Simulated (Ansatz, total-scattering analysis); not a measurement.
**ethanol: neutron weights and totals by hand**

A simulated model of ethanol at 300 K, fixed volume, from ab initio molecular dynamics with Ansatz (revPBE-D3(BJ), plane waves, PAW default files, Langevin thermostat, no spin, fixed volume, H with the mass of D). The average runs over 0.65 ps of 108 atoms, so shells between rare elements are rough. Mean temperature 292 K, largest m.s.d. 1.34 Å², energy drift +1 meV an atom (last third less first, no steady trend), Langevin friction 10 ps⁻¹; the first quarter of the run is discarded. Start: last frame of a classical run of this cell at the same density and temperature. So short a stretch relaxes bonds and nearest shells but still remembers its start. It is a liquid as far as so short a run tells. Atom fractions C 0.2222, O 0.1111, H 0.6667; masses C 12.011, O 15.999, H 1.008 u; density 0.7900 g/cm³; coherent lengths C 6.6472, O 5.8037, H 6.6681 fm (H as D). Faber–Ziman partials at a few Q:

| Q (Å⁻¹) | S H–H | S C–H | S C–O | S C–C | S O–H | S O–O |
| --- | --- | --- | --- | --- | --- | --- |
| 1.50 | 0.632 | 3.992 | 3.517 | 5.906 | 1.926 | -1.309 |
| 2.80 | 1.069 | 0.891 | -0.127 | -0.354 | 1.297 | 3.636 |
| 2.90 | 1.170 | 0.872 | -0.066 | -0.317 | 1.183 | 3.291 |

The pair function g(HH), r in Å, every 0.06 Å up to its first minimum: 1.47 0.01, 1.59 0.04, 1.65 0.34, 1.71 2.01, 1.77 3.62, 1.83 2.56, 1.89 0.68, 1.95 0.20, 2.01 0.20.

**Tasks.** (a) The number density. (b) The neutron weights. (c) The neutron S(Q) at the listed Q. (d) The number of H around H.

(a) The mean mass is 0.2222×12.011 + 0.1111×15.999 + 0.6667×1.008 = 5.118 u, so ρ₀ = 0.7900/(5.118 × 1.66054) = 0.09295 Å⁻³.

(b) ⟨b⟩ = 0.2222×6.6472 + 0.1111×5.8037 + 0.6667×6.6681 = 6.567 fm. The weight of a pair is ci cj bi bj (2 − δij)/⟨b⟩²: H–H 0.458, C–H 0.304, C–O 0.044, C–C 0.051, O–H 0.133, O–O 0.010; they sum to 1.000.

(c) S = 1 + Σ w (Sij − 1). At 1.50 Å⁻¹: 1 − 0.169 + 0.911 + 0.111 + 0.248 + 0.123 − 0.022 = 2.202; C–H pushes up most; H–H pulls down most. At 2.80 Å⁻¹: 1 + 0.032 − 0.033 − 0.050 − 0.068 + 0.039 + 0.025 = 0.945; O–H pushes up most; C–C pulls down most. At 2.90 Å⁻¹: 1 + 0.078 − 0.039 − 0.047 − 0.067 + 0.024 + 0.022 = 0.971; H–H pushes up most; C–C pulls down most.

(d) n = 4πρ₀ c(H) Σ r² g Δr. The sum Σ r² g over the listed points is 30.8 Å², so n = 4π × 0.09295 × 0.6667 × 30.8 × 0.06 = 1.44; counting pairs in the frames up to 2.02 Å gives 1.41; the coarse grid and the factor (N − 1)/N for like atoms account for the difference.
